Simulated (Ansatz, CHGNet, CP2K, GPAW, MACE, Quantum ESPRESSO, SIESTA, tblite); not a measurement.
**Other levels on Nb(100)/C(110) interface (80 atoms)**

The cell holds 80 atoms: 20 Nb and 60 C. Cell: a = 7.134 Å, b = 7.567 Å, c = 24.460 Å, α = 90.0°, β = 90.0°, γ = 90.0°. Bcc Nb(100), 4 repeat layers, 5 surface cells, strained -3.32 and +2.54 %; diamond-structure C(110), 5 layers, 6 cells, -0.00 and -0.00 %; outer planes 2.45 Å apart, 12 Å of vacuum above; not relaxed, displaced by a Gaussian of 0.02 Å. Then every atom was moved at random, 0.02 Å r.m.s. a Cartesian component. Regions: Nb, 20 atoms (20 Nb); C, 60 atoms (60 C). Vacuum lies along c.

Geometry: as built.

The reference, a calculation:

| Quantity | Value |
| --- | --- |
| method | Kohn-Sham DFT, PBE, SSSP efficiency 1.3.0 pseudopotentials, plane waves (Quantum ESPRESSO 7.5); sssp-pbe-1.3.0-efficiency, cutoffs 45/360 Ry, Γ point |
| r.m.s. force component | 1.838 eV/Å |
| longest force | 6.633 eV/Å |
| time | 5.5 min on 4 MPI ranks of Arm Neoverse V1, shared host |
| CPU time | 22 min |

**Question.** The same geometry is run in other programs. How far does each lie from the reference, and what does it cost?
- CHGNet 0.3.0 potential (CHGNet 0.3.0; 1 thread)
- SIESTA PBE, DZP, shift 0.01 Ry, mesh 300 Ry (SIESTA 5.4.2; 2 MPI ranks)
- tblite GFN1-xTB (tblite 0.8.0; 1 thread)
- MACE MP-0b3 medium potential (MACE MP-0b3 medium; 1 thread)
- CP2K PBE, DZVP-MOLOPT-SR, 300/50 Ry, diagonalisation (CP2K 2026.2; 2 threads)
- SIESTA PBE, DZP, shift 0.005 Ry, mesh 300 Ry (SIESTA 5.4.2; 2 MPI ranks)
- CP2K PBE, DZVP-MOLOPT-SR, 600/50 Ry, diagonalisation (CP2K 2026.2; 4 MPI ranks)
- CHGNet r2SCAN potential (CHGNet r2SCAN; 1 thread)

Differences are against the plane-wave reference, forces as r.m.s. over components; share is that over the reference's r.m.s. force, slope the least-squares factor from reference forces to these. Total energies of different programs have different zeros and aren't compared.

```csv
run,"Δ force, r.m.s. (meV/Å)",share (%),slope,cores,CPU time,memory (GiB)
reference,-,-,-,4,22 min,2.7
CHGNet 0.3.0 potential,631,34.3,0.919,1,7.3 s,3.2
"SIESTA PBE, DZP, shift 0.01 Ry, mesh 300 Ry",145,7.89,1.005,2,11 min,1.5
tblite GFN1-xTB,482,26.2,0.944,1,4.3 s,0.12
MACE MP-0b3 medium potential,466,25.4,0.886,1,9.9 s,1.2
"CP2K PBE, DZVP-MOLOPT-SR, 300/50 Ry, diagonalisation (coarse)",61.9,3.37,1.026,2,21 min,1.8
"SIESTA PBE, DZP, shift 0.005 Ry, mesh 300 Ry",159,8.65,1.002,2,16 min,1.7
"CP2K PBE, DZVP-MOLOPT-SR, 600/50 Ry, diagonalisation",59.9,3.26,1.026,4,27 min,6.1
CHGNet r2SCAN potential,695,37.8,0.803,1,6.3 s,3.2
```

Rows marked coarse were listed beforehand as settings not expected to be converged; some can still land near the reference.

Times of the machine-learned potentials are mostly Python's start and the loading of weights.

CPU time is summed over cores on a shared host, where runs went side by side, so it is rough. Symmetry, cutoffs, thresholds, outputs and thread counts weren't matched or tuned between programs; memory under MPI is the largest rank's times the ranks.

The PBE runs in local orbitals, coarse settings apart, differ by 3.3 % (CP2K PBE, DZVP-MOLOPT-SR, 600/50 Ry, diagonalisation) to 8.7 % (SIESTA PBE, DZP, shift 0.005 Ry, mesh 300 Ry); basis, grid and potentials can all enter. Tight binding differs by 26 % (tblite GFN1-xTB); it is another model, with fitted parameters of its own, and the xTB methods hold dispersion. Machine-learned potentials differ by 25 % (MACE MP-0b3 medium potential) to 38 % (CHGNet r2SCAN potential); they were trained on other programs' data, some at another functional. Runs with settings chosen to be coarse differ by 3.4 % (CP2K PBE, DZVP-MOLOPT-SR, 300/50 Ry, diagonalisation), their programs' other errors included. Periodic xTB results under one method name differ between programs and library versions. Machine-learned potentials mimic data converged in k, so the reference's own k-point error enters their differences. The electronic-structure runs sample only Γ, in a cell whose shortest periodic width is 7 Å, which is coarse for a cell with partly filled levels.

[Logs are printed without paths, hosts, clocks, repeated set-up lines and the standing remarks that a program may print on its own settings, such as how far it seeks lower states.]

[Hosts, paths, dates, database ids (printed as entryN), source tags and the programs' standing remarks are cut or masked in the printed files.]
